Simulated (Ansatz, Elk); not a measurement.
**Bonding as seen by X-rays: Ni3Ir**

Structure refinements treat a crystal as free atoms side by side. For a made-up structure of Ni3Ir (cell and positions from a PBEsol relaxation) the runs below show what the calculated density changes in F(hkl).

Method: DFT, PBE, all-electron APW+lo, Dirac cores, scalar-relativistic bands, static density, no spin, in Elk 11.2.3 (patched build).

This account leaves out most program logs.

The structure was built from a prototype and need not be the compound's stable phase.

### 1. The structure

The structure is cubic, space group Pm-3m (No. 221). Conventional cell: a = 3.566 Å, b = 3.566 Å, c = 3.566 Å, α = 90.00°, β = 90.00°, γ = 90.00°. Nearest to Ir lie 12 Ni at 2.52 Å. Ni has 4 Ir at 2.52 Å and 8 Ni at 2.52 Å nearest. Farther neighbours are not listed.

### 2. Ground state and structure factors

An all-electron density is needed, since X-rays see the cores too. Task 0 finds the density and task 195 Fourier-transforms it; tshift is off so that phases refer to the origin typed.

elk.in

```
tasks
  0
  195

xctype
  20

spinpol
  .false.

rgkmax
  7.0

gmaxvr
  14.0

lmaxo
  7

lmaxapw
  8

swidth
  0.002

tshift
  .false.

ramdisk
  .false.

hmaxvr
  5.5

maxscl
  120

epspot
  1e-06

sppath
  './'

avec
  6.73919618407 0.00000000000 0.00000000000
  0.00000000000 6.73919618407 0.00000000000
  0.00000000000 0.00000000000 6.73919618407

atoms
  2
  'Ir.in'
  1
  -0.0000000000 0.0000000000 -0.0000000000   0.000000 0.000000 0.000000
  'Ni.in'
  3
  0.5000000000 0.5000000000 0.0000000000   0.000000 0.000000 0.000000
  0.0000000000 0.5000000000 0.5000000000   0.000000 0.000000 0.000000
  0.5000000000 0.0000000000 0.5000000000   0.000000 0.000000 0.000000

ngridk
  6 6 6
```

Command:

```sh
OMP_NUM_THREADS=4 elk
```

It took 22 s on 4 threads of Arm Neoverse V1, shared host; peak memory 0.18 GiB; 63 s of CPU time.

SFACRHO.OUT:

```text

h k l indices transformed by vhmat matrix:
   1.000000000       0.000000000       0.000000000    
   0.000000000       1.000000000       0.000000000    
   0.000000000       0.000000000       1.000000000    

      h      k      l  multipl.   |H|            Re(F)            Im(F)           |F|

      0      0      0      1   0.0000000       161.00000      0.33482242E-18   161.00000    
     -1      0      0      6  0.93233453       45.420743     -0.56314610E-14   45.420743    
      0     -1      1     12   1.3185201       42.982388      0.38034219E-14   42.982388    
     -1     -1      1      8   1.6148508       123.39593      0.12155912E-13   123.39593    
     -2      0      0      6   1.8646691       116.71319      0.94744795E-14   116.71319    
      1      0      2     24   2.0847634       38.602432      0.44759941E-14   38.602432    
      1      1      2     24   2.2837439       37.559123      0.85192389E-14   37.559123    
      0     -2      2     12   2.6370403       98.335584      0.55040829E-14   98.335584    
     -1     -2      2     24   2.7970036       35.076502     -0.51135939E-14   35.076502    
      0     -3      0      6   2.7970036       35.050333      0.42371093E-13   35.050333    
     -3      0      1     24   2.9483007       34.429546      0.15452906E-16   34.429546    
     -3     -1     -1     24   3.0922038       88.973868     -0.32225526E-13   88.973868    
      2     -2      2      8   3.2297016       86.296632      0.27765418E-14   86.296632    
      2      3      0     24   3.3615800       32.569571     -0.36185609E-13   32.569571    
     -1      2      3     48   3.4884764       32.077256     -0.49351562E-14   32.077256    
      0      4      0      6   3.7293381       77.822146     -0.11540498E-13   77.822146    
     -2      2      3     24   3.8441137       30.595241     -0.30776258E-13   30.595241    
      4      0      1     24   3.8441137       30.674876      0.27728760E-14   30.674876
```

Elk indexes on the primitive cell of elk.in and gives |H| = 4π sin θ/λ in inverse bohr. Below, one row stands for each form hkl of the conventional cell (m members, Friedel mates merged), F is for one primitive cell and the density is static (no thermal factor). Free-atom factors are Waasmaier and Kirfel's, and R is Σm||F|−|F'||/Σm|F|.

```csv
hkl,m,sin θ/λ (Å⁻¹),"abs F, DFT",neutral atoms,diff.
100,6,0.140,45.421,45.540,-0.119
110,12,0.198,42.982,43.113,-0.131
111,8,0.243,123.396,123.854,-0.458
200,6,0.280,116.713,117.231,-0.518
210,24,0.314,38.602,38.584,+0.018
211,24,0.343,37.559,37.545,+0.014
220,12,0.397,98.336,98.493,-0.157
221,24,0.421,35.077,35.072,+0.005
300,6,0.421,35.050,35.072,-0.022
310,24,0.443,34.429,34.389,+0.041
311,24,0.465,88.974,88.998,-0.024
222,8,0.486,86.297,86.368,-0.071
320,24,0.505,32.570,32.605,-0.035
321,48,0.525,32.077,32.078,-0.001
400,6,0.561,77.822,77.717,+0.105
322,24,0.578,30.595,30.646,-0.050
410,24,0.578,30.675,30.646,+0.029
411,24,0.595,30.105,30.207,-0.102
330,12,0.595,30.099,30.207,-0.108
331,24,0.611,72.610,72.673,-0.063
420,24,0.627,71.214,71.197,+0.017
421,48,0.642,28.904,28.980,-0.075
```

### 3. The highest occupied states alone

An energy window below the Fermi level keeps the highest occupied states, to see at which angles they scatter; shallow core shells can lie inside it and anion s states outside. No new self-consistency is needed.

Changes to elk.in since step 2:

```diff
@@ -1,3 +1,2 @@
 tasks
-  0
   195
@@ -40,2 +39,5 @@
 
+wsfac
+  0.013750 0.681250
+
 sppath
```

Command:

```sh
OMP_NUM_THREADS=4 elk
```

Wall time 6 s (4 threads); peak memory 0.16 GiB; 8.9 s of CPU time.

States within 10 eV below the Fermi level hold 39.00 electrons; any levels below the window count with the cores. Their amplitudes can exceed the total, where window and core parts have opposite phase:

```csv
hkl,sin θ/λ (Å⁻¹),"abs F, window","abs F, all"
100,0.140,2.539,45.421
110,0.198,3.167,42.982
111,0.243,16.063,123.396
200,0.280,13.370,116.713
210,0.314,3.155,38.602
211,0.343,2.997,37.559
220,0.397,7.793,98.336
221,0.421,2.423,35.077
300,0.421,2.449,35.050
310,0.443,2.195,34.429
```

### 4. Another functional

The difference from free atoms is small, so it is set against the change that LDA (Perdew-Wang) makes.

Changes to elk.in since step 3:

```diff
@@ -1,2 +1,3 @@
 tasks
+  0
   195
@@ -4,3 +5,3 @@
 xctype
-  20
+  3
 
@@ -39,5 +40,2 @@
 
-wsfac
-  0.013750 0.681250
-
 sppath
```

Command:

```sh
OMP_NUM_THREADS=4 elk
```

The job ended after 13 s (4 threads; peak memory 0.16 GiB).

Against the first run R = 0.03 %; the largest change is -0.048 at 220.

### 5. A coarser k-mesh

About half the k-points along each axis test the sampling.

Changes to elk.in since step 4:

```diff
@@ -5,3 +5,3 @@
 xctype
-  3
+  20
 
@@ -60,2 +60,2 @@
 ngridk
-  6 6 6
+  3 3 3
```

Command:

```sh
OMP_NUM_THREADS=4 elk
```

It took 13 s on 4 threads; peak memory 0.18 GiB; 26 s of CPU time.

Against the first run R = 0.03 %; the largest change is -0.047 at 400.

### 6. Basis size

The basis and the expansions that go with it are enlarged, to see whether the differences are converged.

Changes to elk.in since step 5:

```diff
@@ -11,12 +11,12 @@
 rgkmax
-  7.0
+  8.5
 
 gmaxvr
-  14.0
+  18.0
 
 lmaxo
-  7
+  9
 
 lmaxapw
-  8
+  10
 
@@ -60,2 +60,2 @@
 ngridk
-  3 3 3
+  6 6 6
```

Command:

```sh
OMP_NUM_THREADS=4 elk
```

Wall time 51 s (4 threads); peak memory 0.3 GiB; 2.5 min of CPU time.

Against the first run R = 0.01 %; the largest change is -0.017 at 311.

### 7. Settings against the effect

```csv
run,R against the first run (%),"R against neutral atoms, low angle (%)",wall time
"PBE, rgkmax 7",0.00,0.37,22 s
LDA (Perdew-Wang),0.03,0.38,13 s
k-mesh 3×3×3,0.03,0.36,13 s
rgkmax 8.5 with larger expansions,0.01,0.36,51 s
```

### 8. What came out

| Quantity | Value |
| --- | --- |
| R against neutral atoms, sin θ/λ < 0.3 Å⁻¹ | 0.37 % |
| R against neutral atoms, 0.3 to 0.82 Å⁻¹ | 0.16 % |

What this shows: Independent neutral atoms miss the calculated amplitudes by R = 0.37 % below 0.3 Å⁻¹ and 0.16 % from there to 0.82 Å⁻¹; by shells, 0.26 % below 0.15 Å⁻¹ (1 form), 0.38 % 0.15 to 0.3 (3 forms), 0.08 % 0.3 to 0.45 (6 forms), 0.18 % above 0.45 (28 forms). Bonding, aspherical density and the tables' own atoms all enter these figures, and the runs don't part them. The largest change of an amplitude is -0.52 electrons, at 200. The window's part falls from 39.0 electrons at the origin to at most 5.63 between 0.45 and 0.82 Å⁻¹, where compact states inside the window still scatter. Below 0.3 Å⁻¹ the changes that finished (LDA (Perdew-Wang), k-mesh 3×3×3 and rgkmax 8.5 with larger expansions) move F by R = 0.02 % at most, against the 0.37 % that separates it from free atoms. These runs have no spin, though d or f shells may be open. Spin-orbit coupling is left out, which can matter for elements this heavy. Part of the difference isn't bonding: the tables are fits to free atoms and ions calculated by other methods than this functional. Thermal motion, anomalous dispersion and extinction are left out.

[Logs are printed without paths, hosts, clocks, repeated set-up lines and the standing remarks that a program may print on its own settings, such as how far it seeks lower states.]

[Hosts, paths, dates, database ids (printed as entryN), source tags and the programs' standing remarks are cut or masked in the printed files.]
